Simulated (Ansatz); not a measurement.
# Time against size: C(111) slab, H on the bottom face (176 atoms) repeated, support functions

The cell holds 176 atoms: 160 C and 16 H. Its edges and angles: a = 10.089 Å, b = 10.089 Å, c = 19.842 Å, α = 90.0°, β = 90.0°, γ = 120.0°. It derives from C (diamond-structure). Diamond-structure C (a = 3.567 Å), (111) slab of 10 atomic planes, 4 x 4 surface cells, H on the broken bonds of the bottom face, 10 Å of vacuum; displaced by a Gaussian of 0.02 Å. Regions: slab, 160 atoms (160 C); hydrogen, 16 atoms (16 H). Vacuum lies along c.

Calculated with Ansatz 0.2.0: Kohn-Sham DFT, PBE+D3(BJ), PAW (set soft_2), localised support functions (medium); the typed cell is repeated and solved at Γ on 1 × NVIDIA H100 80GB HBM3 with 5 threads of AMD EPYC 7R13 (Zen 3), shared host.

| atoms | wall time divided by the number of SCF cycles (s) | repeats | SCF cycles |
| --- | --- | --- | --- |
| 176 | 0.2862 | 1×1×1 | 26 |
| 704 | 0.8242 | 2×2×1 | 26 |
| 1584 | 1.54 | 3×3×1 | 53 |
| 2816 | ? | ? | ? |

Task: Fit a power law of the atom count to the rows given and extrapolate to the withheld row.

**Working.**

A power law y = A x^b is a line in u = ln x and v = ln y.

| u = ln x | v = ln y |
| --- | --- |
| 5.17048 | -1.25123 |
| 6.55678 | -0.193305 |
| 7.36771 | 0.431782 |

With n = 3: mean u = 6.36499, mean v = -0.337583, Σ(u − ū)² = 2.4691, Σ(u − ū)(v − v̄) = 1.8905. Slope b = 1.8905 / 2.4691 = 0.76566; intercept a = v̄ − b ū = -5.2110.

At the withheld row u = 7.943, v = a + b u = 0.8707, and y = exp(v).

Prediction at 2816: 2.389 s. The run gave 3.304 s, so the fit is low by 0.92 s (28 % of the value).

The fitted exponent is 0.77. Between neighbouring rows, the withheld one included, the exponents are 0.76, 0.77 and 1.3, so one power law doesn't hold over the range. Among the rows given, the largest relative miss of the fit is at 704, by 0.0021 s (0.26 %).

Limits: One run a row; fixed overheads weigh on the small cells.

[Hosts, paths, dates, database ids (printed as entryN), source tags and the programs' standing remarks are cut or masked in the printed files.]
